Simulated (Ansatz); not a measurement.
## Nb wire along [111], 10 atoms a period: bands along the axis

What gap, if any, does the Nb wire along [111], 10 atoms a period have, and how many channels would it open?

Main program and level: Ansatz 0.2.0; DFT PBE, plane waves, PAW; relaxation of a wire's period; PAW set soft_1, in the first sound run; inputs show where later runs differ.

### 1. Starting point

The cell holds 10 atoms: 10 Nb. Its edges and angles: a = 13.822 Å, b = 13.557 Å, c = 2.867 Å, α = 90.0°, β = 90.0°, γ = 90.0°. Vacuum lies along a and b. The structure's axis is c.

### 2. Relaxation of atoms and period

Band widths follow the bond lengths, so the wire is relaxed first. The atoms and the third cell vector are free; the box across stays fixed as vacuum. A Fermi-Dirac smearing is set since the result may be a metal. The pressure printed is a third of the stress's trace over the whole box, vacuum included; only the stress along the axis is relaxed.

Input file input.yaml:

```yaml
crystal:
  lattice:
    - [13.822, 0.0, 0.0]
    - [0.0, 13.557, 0.0]
    - [0.0, 0.0, 2.8665440865]
  atoms:
    - { symbol: Nb, position: [0.415317859, 0.450144109, 0.0] }
    - { symbol: Nb, position: [0.584651056, 0.74917085, 0.0] }
    - { symbol: Nb, position: [0.245984662, 0.350468529, 0.333333333] }
    - { symbol: Nb, position: [0.415317859, 0.649495269, 0.333333333] }
    - { symbol: Nb, position: [0.584651056, 0.350468529, 0.333333333] }
    - { symbol: Nb, position: [0.753984252, 0.649495269, 0.333333333] }
    - { symbol: Nb, position: [0.245984662, 0.549819689, 0.666666667] }
    - { symbol: Nb, position: [0.415317859, 0.250792948, 0.666666667] }
    - { symbol: Nb, position: [0.584651056, 0.549819689, 0.666666667] }
    - { symbol: Nb, position: [0.753984252, 0.450144109, 0.0] }
kpoints:
  mp_grid: { grid: [1, 1, 28] }
scf:
  occupations: { method: fermi_dirac, width: 0.05 }
hamiltonian:
  xc: pbe
  pseudopotentials: { kind: paw, azcp: { folder: soft_1 } }
relax:
  cell: { fix: [a, b, alpha, beta, gamma] }
  max_steps: 45
  f_tol: 0.03
```

Command:

```console
$ ansatz run input.yaml --threads 4 --pin off --max-ram 16384MiB --backend cpu --events-out ev --progress --plain --runs-dir out
```

Numbers of over 12 decimals in the logs are rounded to 6 here.

Log:

```text
Engine: ansatz 0.2.0, aarch64-unknown-linux-gnu
Pseudopotentials: kind: paw
Pseudopotential: Nb, paw, valence charge 13, recommended cutoff 420 eV (normal), soft_1/Nb.paw.azcp
Functional definition: PBE
  parameter kappa = 0.804
  parameter beta = 0.066725
  exchange = pbe_x(kappa = kappa, mu = beta*pi^2/3)
  correlation = pbe_c(beta = beta)
Crystal: 10 atoms, lattice volume = 537.147 Å³
Basis set: ecut = 420 eV, 10499 PW (Γ), exchange–correlation on 192×192×40 points (8 copies of the dense FFT grid, shifted against one another)
Bands: 78, of which v1, the nominal top of the filled ones, is band 65 counted from 1 (64 counted from 0)
Symmetry: 2 space group operations
Space group: P-1 (ITA 2), of the structure as read, at distance tolerance 8.1e-5 Å
k-points: 15 of 28
Non-local potential: Nb, projectors of the file, l = 0: 3, l = 1: 2, l = 2: 2, l = 3: 1
PAW form: soft (Blöchl's): semilocal exchange-correlation on the pseudo side does not see the compensation charge
PAW one-centre angular grid: Nb, 590 points (default); XC on 64 Gauss nodes
Initial density: superposition of atomic densities (neutral atoms: chi_scale 0, normalization atom)
Initial wavefunctions: pseudopotential atomic-orbital guess
Functional: x = pbe(κ = 0.804, μ = 0.219515), c = pbe(β = 0.066725)
SCF iter   1: F=—  HF=-45522.917907 eV  |F-HF|=—  |Δ(HF+E_count)|=         —  Δρ=5.41e-2  dr2=9.62e1  ethr=3.10e-3  ⟨swp⟩=10.7  Hψ=5610  notcnv=0
preconditioner: auto → LDOS  [metal: Δε(μ)=0.010 eV  Ē_g=3.415 eV  σ=0.050 eV  W_gap=0.05  n_scr=68 (ndim 8)  ℏωp=11.3 eV  f_vac=0.482  D(μ)=14.13/eV (n_scr^D=68)  β→1.0]
SCF iter   2: F=—  HF=-45515.896004 eV  |F-HF|=—  |Δ(HF+E_count)|=    7.02e0  Δρ=4.61e-2  dr2=8.81e1  ethr=3.10e-3  ⟨swp⟩=6.6  Hψ=3377  notcnv=0  defer=14
SCF iter   3: F=—  HF=-45511.113572 eV  |F-HF|=—  |Δ(HF+E_count)|=    4.78e0  Δρ=1.12e-2  dr2=6.20e0  ethr=3.10e-3  ⟨swp⟩=4.5  Hψ=3021  notcnv=0  defer=4
SCF iter   4: F=—  HF=-45510.757507 eV  |F-HF|=—  |Δ(HF+E_count)|=   3.56e-1  Δρ=3.54e-3  dr2=5.01e-1  ethr=3.10e-3  ⟨swp⟩=2.3  Hψ=1470  notcnv=0  defer=7
SCF iter   5: F=—  HF=-45510.726963 eV  |F-HF|=—  |Δ(HF+E_count)|=   3.05e-2  Δρ=1.12e-3  dr2=2.73e-2  ethr=3.86e-4  ⟨swp⟩=3.4  Hψ=1834  notcnv=0  defer=9
SCF iter   6: F=—  HF=-45510.726632 eV  |F-HF|=—  |Δ(HF+E_count)|=   3.31e-4  Δρ=4.72e-4  dr2=3.20e-3  ethr=2.10e-5  ⟨swp⟩=2.9  Hψ=2268  notcnv=0  defer=9
SCF iter   7: F=—  HF=-45510.726472 eV  |F-HF|=—  |Δ(HF+E_count)|=   1.59e-4  Δρ=1.45e-4  dr2=7.62e-4  ethr=2.46e-6  ⟨swp⟩=2.0  Hψ=1599  notcnv=0  defer=9
SCF iter   8: F=—  HF=-45510.726508 eV  |F-HF|=—  |Δ(HF+E_count)|=   3.60e-5  Δρ=6.49e-5  dr2=6.09e-5  ethr=5.86e-7  ⟨swp⟩=2.0  Hψ=1569  notcnv=0  defer=9
SCF iter   9: F=—  HF=-45510.726542 eV  |F-HF|=—  |Δ(HF+E_count)|=   3.38e-5  Δρ=2.05e-5  dr2=6.23e-6  ethr=4.68e-8  ⟨swp⟩=3.0  Hψ=2167  notcnv=0  defer=9
SCF iter  10: F=—  HF=-45510.726543 eV  |F-HF|=—  |Δ(HF+E_count)|=   1.20e-6  Δρ=6.87e-6  dr2=4.74e-7  ethr=4.79e-9  ⟨swp⟩=2.1  Hψ=1617  notcnv=0  defer=9
SCF iter  11: F=-45510.726543 eV  HF=-45510.726543 eV  |F-HF|=4.79e-9  |Δ(HF+E_count)|=   2.58e-7  Δρ=2.63e-6  dr2=7.31e-8  ethr=7.69e-11  ⟨swp⟩=5.8  Hψ=4494  notcnv=0
SCF 1 converged in 11 iterations: F = -45510.726543 eV  dr2 = 7.31e-8
  greatest PAW one-centre occupation: 0.998 electrons in one spin orbital (limit 2), on the Nb atom at site 8 (counted from 0), in its partial waves of l = 0
relax step   1: F+E_penalty+E_count = -45510.72654333 eV  Δ(F+E_penalty+E_count) = +0.000e0 eV  max|allowed force component| = 1.506e0 eV/Å  Δτ_max = 0.0000 Å  P = -5.281 GPa  Ω = 537.147 Å³  fix = [a, b, alpha, beta, gamma]  reactions: a -4.772, b -4.121 GPa; alpha -0.178, beta -0.296, gamma +0.519 GPa/rad  (11 SCF iters, dr2 threshold 1.00e-7 eV, accepted)
Crystal: 10 atoms, lattice volume = 513.137 Å³
Basis set: ecut = 420 eV, 10103 PW (Γ), exchange–correlation on 192×192×40 points (8 copies of the dense FFT grid, shifted against one another)
Initial density: handed on by an earlier stage of this run
Initial wavefunctions: those handed on with the density
SCF iter   1: F=—  HF=-45512.288039 eV  |F-HF|=—  |Δ(HF+E_count)|=         —  Δρ=1.61e-2  dr2=4.96e0  ethr=3.10e-3  ⟨swp⟩=11.3  Hψ=5385  notcnv=0
preconditioner: auto → LDOS  [metal: Δε(μ)=0.029 eV  Ē_g=3.097 eV  σ=0.050 eV  W_gap=0.14  n_scr=68 (ndim 8)  ℏωp=11.6 eV  f_vac=0.523  D(μ)=12.30/eV (n_scr^D=68)  β→1.0]
SCF iter   2: F=—  HF=-45512.089093 eV  |F-HF|=—  |Δ(HF+E_count)|=   1.99e-1  Δρ=9.07e-3  dr2=2.51e0  ethr=3.10e-3  ⟨swp⟩=3.2  Hψ=1992  notcnv=0  defer=17
SCF iter   3: F=—  HF=-45511.878579 eV  |F-HF|=—  |Δ(HF+E_count)|=   2.11e-1  Δρ=2.48e-3  dr2=1.38e-1  ethr=1.93e-3  ⟨swp⟩=2.7  Hψ=1719  notcnv=0  defer=17
SCF iter   4: F=—  HF=-45511.860840 eV  |F-HF|=—  |Δ(HF+E_count)|=   1.77e-2  Δρ=6.48e-4  dr2=4.93e-3  ethr=1.06e-4  ⟨swp⟩=2.3  Hψ=2070  notcnv=0  defer=16
SCF iter   5: F=—  HF=-45511.861754 eV  |F-HF|=—  |Δ(HF+E_count)|=   9.14e-4  Δρ=2.41e-4  dr2=1.02e-3  ethr=3.79e-6  ⟨swp⟩=2.5  Hψ=1914  notcnv=0  defer=16
SCF iter   6: F=—  HF=-45511.861922 eV  |F-HF|=—  |Δ(HF+E_count)|=   1.68e-4  Δρ=9.55e-5  dr2=1.12e-4  ethr=7.82e-7  ⟨swp⟩=2.1  Hψ=1583  notcnv=0  defer=16
SCF iter   7: F=—  HF=-45511.861989 eV  |F-HF|=—  |Δ(HF+E_count)|=   6.73e-5  Δρ=3.00e-5  dr2=1.18e-5  ethr=8.62e-8  ⟨swp⟩=2.0  Hψ=1592  notcnv=0  defer=16
SCF iter   8: F=—  HF=-45511.861995 eV  |F-HF|=—  |Δ(HF+E_count)|=   5.39e-6  Δρ=1.13e-5  dr2=1.48e-6  ethr=9.10e-9  ⟨swp⟩=2.9  Hψ=2225  notcnv=0  defer=16
SCF iter   9: F=-45511.861995 eV  HF=-45511.861995 eV  |F-HF|=6.61e-9  |Δ(HF+E_count)|=   2.06e-7  Δρ=3.80e-6  dr2=1.53e-7  ethr=7.69e-10  ⟨swp⟩=5.0  Hψ=4128  notcnv=0
SCF 2 converged in 9 iterations: F = -45511.861995 eV  dr2 = 1.53e-7
relax step   2: F+E_penalty+E_count = -45511.86199490 eV  Δ(F+E_penalty+E_count) = -1.135e0 eV  max|allowed force component| = 1.349e0 eV/Å  Δτ_max = 0.1949 Å  P = +0.968 GPa  Ω = 513.137 Å³  energy of the carried Pulay correction = +1.037e-3 eV  fix = [a, b, alpha, beta, gamma]  reactions: a +0.846, b +1.806 GPa; alpha -0.137, beta -0.229, gamma +0.739 GPa/rad  (9 SCF iters, dr2 threshold 1.00e-6 eV, accepted)
Crystal: 10 atoms, lattice volume = 513.200 Å³
SCF iter   1: F=—  HF=-45512.215720 eV  |F-HF|=—  |Δ(HF+E_count)|=         —  Δρ=1.63e-2  dr2=6.76e0  ethr=3.10e-3  ⟨swp⟩=10.5  Hψ=4093  notcnv=0
preconditioner: auto → LDOS  [metal: Δε(μ)=0.003 eV  Ē_g=2.938 eV  σ=0.050 eV  W_gap=0.02  n_scr=68 (ndim 8)  ℏωp=11.6 eV  f_vac=0.519  D(μ)=12.40/eV (n_scr^D=68)  β→1.0]
SCF iter   2: F=—  HF=-45511.936649 eV  |F-HF|=—  |Δ(HF+E_count)|=   2.79e-1  Δρ=7.21e-3  dr2=7.77e-1  ethr=3.10e-3  ⟨swp⟩=2.7  Hψ=1859  notcnv=0  defer=9
SCF iter   3: F=—  HF=-45511.877227 eV  |F-HF|=—  |Δ(HF+E_count)|=   5.94e-2  Δρ=3.14e-3  dr2=2.19e-1  ethr=5.98e-4  ⟨swp⟩=3.2  Hψ=1970  notcnv=0  defer=9
SCF iter   4: F=—  HF=-45511.849678 eV  |F-HF|=—  |Δ(HF+E_count)|=   2.75e-2  Δρ=7.32e-4  dr2=7.84e-3  ethr=1.69e-4  ⟨swp⟩=2.1  Hψ=1777  notcnv=0  defer=10
SCF iter   5: F=—  HF=-45511.848824 eV  |F-HF|=—  |Δ(HF+E_count)|=   8.54e-4  Δρ=2.38e-4  dr2=1.03e-3  ethr=6.03e-6  ⟨swp⟩=2.1  Hψ=1628  notcnv=0  defer=10
SCF iter   6: F=—  HF=-45511.848841 eV  |F-HF|=—  |Δ(HF+E_count)|=   1.78e-5  Δρ=5.82e-5  dr2=5.29e-5  ethr=7.95e-7  ⟨swp⟩=2.0  Hψ=1619  notcnv=0  defer=10
SCF iter   7: F=—  HF=-45511.848891 eV  |F-HF|=—  |Δ(HF+E_count)|=   4.96e-5  Δρ=2.59e-5  dr2=1.27e-5  ethr=4.07e-8  ⟨swp⟩=2.2  Hψ=2072  notcnv=0  defer=10
SCF iter   8: F=—  HF=-45511.848891 eV  |F-HF|=—  |Δ(HF+E_count)|=   4.47e-7  Δρ=8.31e-6  dr2=1.01e-6  ethr=7.69e-10  ⟨swp⟩=3.9  Hψ=4927  notcnv=0
SCF iter   9: F=-45511.848892 eV  HF=-45511.848892 eV  |F-HF|=7.61e-8  |Δ(HF+E_count)|=   2.35e-7  Δρ=3.40e-6  dr2=1.56e-7  ethr=7.69e-10  ⟨swp⟩=5.0  Hψ=3573  notcnv=0
SCF 3 converged in 9 iterations: F = -45511.848892 eV  dr2 = 1.56e-7
relax step   3: F+E_penalty+E_count = -45511.84889162 eV  Δ(F+E_penalty+E_count) = +1.310e-2 eV  max|allowed force component| = 1.596e0 eV/Å  Δτ_max = 0.1800 Å  P = +0.128 GPa  Ω = 513.200 Å³  energy of the carried Pulay correction = +1.034e-3 eV  fix = [a, b, alpha, beta, gamma]  (9 SCF iters, dr2 threshold 1.00e-6 eV, rejected (line search))
[...]
relax step   4: F+E_penalty+E_count = -45512.10927499 eV  Δ(F+E_penalty+E_count) = -2.473e-1 eV  max|allowed force component| = 1.966e-1 eV/Å  Δτ_max = 0.0900 Å  P = +0.073 GPa  Ω = 508.657 Å³  energy of the carried Pulay correction = +1.235e-3 eV  fix = [a, b, alpha, beta, gamma]  reactions: a -0.077, b +0.370 GPa; alpha -0.033, beta -0.066, gamma +0.296 GPa/rad  (13 SCF iters, accepted)
[...]
relax step   5: F+E_penalty+E_count = -45512.13029500 eV  Δ(F+E_penalty+E_count) = -2.102e-2 eV  max|allowed force component| = 2.580e-2 eV/Å  Δτ_max = 0.0471 Å  P = -0.039 GPa  Ω = 507.224 Å³  energy of the carried Pulay correction = +1.299e-3 eV  fix = [a, b, alpha, beta, gamma]  reactions: a -0.080, b +0.053 GPa; alpha +0.009, beta +0.003, gamma +0.018 GPa/rad  (7 SCF iters, dr2 threshold 1.00e-6 eV, accepted)
[...]
relax step   6: F+E_penalty+E_count = -45512.13139394 eV  Δ(F+E_penalty+E_count) = -1.099e-3 eV  max|allowed force component| = 1.547e-2 eV/Å  Δτ_max = 0.0172 Å  P = -0.078 GPa  Ω = 506.488 Å³  energy of the carried Pulay correction = +1.332e-3 eV  fix = [a, b, alpha, beta, gamma]  reactions: a -0.158, b -0.037 GPa; alpha +0.005, beta +0.001, gamma +0.004 GPa/rad  (8 SCF iters, dr2 threshold 2.03e-8 eV, accepted)
Initial wavefunctions: pseudopotential atomic-orbital guess (no wavefunctions were taken with the density)
iter 1 solved again at ethr=8.93e-7 eV; its pass at ethr=3.10e-3 eV (dr2=1.16e-3 eV) is discarded
SCF iter   1: F=—  HF=-45512.130226 eV  |F-HF|=—  |Δ(HF+E_count)|=         —  Δρ=5.06e-5  dr2=1.67e-6  ethr=8.93e-7  ⟨swp⟩=4.2  Hψ=8609  notcnv=0
eigensolver tolerance schedule: the retry pair's looser diagonalisation over-reported the residual by 696.02 of it (diagonalisation noise at 0.25 of the residual, at the tolerance the schedule requests for it); recorded, not acted on — ethr = c·dr2/N_el stays at c = 1.0e-1
preconditioner: auto → LDOS  [metal: Δε(μ)=0.031 eV  Ē_g=2.953 eV  σ=0.050 eV  W_gap=0.15  n_scr=68 (ndim 8)  ℏωp=11.7 eV  f_vac=0.513  D(μ)=10.87/eV (n_scr^D=60)  β→1.0]
SCF iter   2: F=—  HF=-45512.130255 eV  |F-HF|=—  |Δ(HF+E_count)|=   2.92e-5  Δρ=5.71e-6  dr2=1.48e-7  ethr=1.28e-9  ⟨swp⟩=3.0  Hψ=2519  notcnv=0
SCF iter   3: F=—  HF=-45512.130255 eV  |F-HF|=—  |Δ(HF+E_count)|=   1.69e-8  Δρ=2.66e-6  dr2=9.62e-8  ethr=1.14e-10  ⟨swp⟩=2.5  Hψ=2145  notcnv=0
SCF iter   4: F=—  HF=-45512.130255 eV  |F-HF|=—  |Δ(HF+E_count)|=   2.12e-8  Δρ=9.69e-7  dr2=5.76e-9  ethr=7.40e-11  ⟨swp⟩=2.2  Hψ=1855  notcnv=0
SCF iter   5: F=—  HF=-45512.130255 eV  |F-HF|=—  |Δ(HF+E_count)|=   1.99e-9  Δρ=2.39e-7  dr2=4.72e-10  ethr=4.43e-12  ⟨swp⟩=3.0  Hψ=2647  notcnv=0
SCF iter   6: F=—  HF=-45512.130255 eV  |F-HF|=—  |Δ(HF+E_count)|=  1.09e-10  Δρ=6.40e-8  dr2=1.19e-10  ethr=1.00e-12  ⟨swp⟩=5.0  Hψ=4413  notcnv=0
SCF iter   7: F=-45512.130255 eV  HF=-45512.130255 eV  |F-HF|=7.28e-12  |Δ(HF+E_count)|=  7.28e-12  Δρ=2.19e-8  dr2=5.49e-12  ethr=1.00e-12  ⟨swp⟩=4.1  Hψ=3421  notcnv=0
SCF 7 converged in 7 iterations: F = -45512.130255 eV  dr2 = 5.49e-12
relax step   7: F+E_penalty+E_count = -45512.13025544 eV  Δ(F+E_penalty+E_count) = +1.139e-3 eV  max|allowed force component| = 1.548e-2 eV/Å  Δτ_max = 0.0000 Å  P = -0.078 GPa  Ω = 506.488 Å³  fix = [a, b, alpha, beta, gamma]  reactions: a -0.157, b -0.036 GPa; alpha +0.005, beta +0.001, gamma +0.004 GPa/rad  stress off target by 3.98e-2 GPa on what of the cell is left free  SCF on the basis re-selected at this cell (its energy is not comparable with the rows above)  (7 SCF iters)
basis re-selected at this cell: Δ(F+E_penalty+E_count) = +1.139e-3 eV, ΔP = +0.000 GPa vs the last step (what re-selecting the basis moved, of the pressure what is left beyond the Pulay correction that the steps carried, after the strain that the cell walked since its last selection, with what the two solves' SCF thresholds leave and, on support functions, any second-order correction that the steps lacked; it is no m [...]
SCF converged after 7 iterations
Free energy (F): -45512.130255 eV
Harris-Foulkes:  -45512.130255 eV  (|F-HF|=7.28e-12)
Internal energy: -45512.039291 eV  (E = F + TS)
E sigma→0 (E₀):  -45512.084773 eV
Entropy (-TS):   -0.090965 eV (-9.096 meV/atom)
Fermi energy:    4.094764 eV
--- Per-component energies (eV) ---
  E_band       = -2487.286478
  E_kinetic    = 3732.645683
  E_local      = -51212.469524  (includes V_loc(G=0)·N_el)
  E_nonlocal   = 966.106725
  E_hartree    = 23603.125143
  E_xc         = -1648.914986
  E_vxc        = -1995.156535  (∫ρ·V_xc dr)
  E_paw        = -30826.937150  (= ΣΔE_a)
  E_vpaw       = -1184.663615  (= ΣTr[D̂ρ^β])
  E_aug_tail   = 0.000450  (compensation charges beyond the density's cutoff)
  E_ewald      = 9874.404368
  E_smearing   = -0.090965  (= −TS)
  E_closure    = -0.000000  (closes the sum)
  Σ components = -45512.130255   (vs F -45512.130255, Δ=0.00e0)
--- Forces (eV/Å), atoms counted from 1 ---
  atom   1  Nb    -0.01547795    -0.00634415    -0.00096531
  atom   2  Nb    -0.00005733     0.00024407    -0.00058943
  atom   3  Nb     0.00477479     0.00646274    -0.00070391
  atom   4  Nb    -0.00399611     0.00649798     0.00008153
  atom   5  Nb     0.00399611    -0.00649798    -0.00008153
  atom   6  Nb    -0.00477479    -0.00646274     0.00070391
  atom   7  Nb     0.00030928     0.00062580    -0.00068321
  atom   8  Nb     0.00005733    -0.00024407     0.00058943
  atom   9  Nb     0.01547795     0.00634415     0.00096531
  atom  10  Nb    -0.00030928    -0.00062580     0.00068321
  max |Σ_I F_I| component: 2.17e-19 eV/Å
--- Stress (GPa, compression-positive) ---
       -0.157285      -0.003933      -0.000812
       -0.003933      -0.036375      -0.004765
       -0.000812      -0.004765      -0.039779
  P = ⅓ Tr σ = -0.0778 GPa (-0.778 kbar)
--- Relaxed structure (6 steps of the walk, 5 accepted, 1 SCFs on fresh bases) ---
  F+E_penalty+E_count = -45512.13025544 eV   max|allowed force component| = 1.548e-2 eV/Å   (the final SCF, on the basis selected at the relaxed cell)
  cell:  # Å, volume = 506.4880 Å³
    - [13.822, 0, 0]
    - [0, 13.557, 0]
    - [0, 0, 2.702929]
  atoms:
    - { symbol: Nb, position: [0.417545, 0.452175, -0.017211] }
    - { symbol: Nb, position: [0.581869, 0.739785, 0.026908] }
    - { symbol: Nb, position: [0.257363, 0.359135, 0.291794] }
    - { symbol: Nb, position: [0.412877, 0.655343, 0.333027] }
    - { symbol: Nb, position: [0.587092, 0.344620, 0.333640] }
    - { symbol: Nb, position: [0.742606, 0.640829, 0.374873] }
    - { symbol: Nb, position: [0.255481, 0.550705, 0.640543] }
    - { symbol: Nb, position: [0.418100, 0.260179, 0.639758] }
    - { symbol: Nb, position: [0.582424, 0.547789, 0.683878] }
    - { symbol: Nb, position: [0.744488, 0.449259, 0.026124] }
```

Elapsed: 2.5 min, on 4 threads of Arm Neoverse N1, shared host; peak memory 1.4 GiB.

[end of part 1 of 2]

[Logs are printed without paths, hosts, clocks, repeated set-up lines and the standing remarks that a program may print on its own settings, such as how far it seeks lower states.]

[Hosts, paths, dates, database ids (printed as entryN), source tags and the programs' standing remarks are cut or masked in the printed files.]
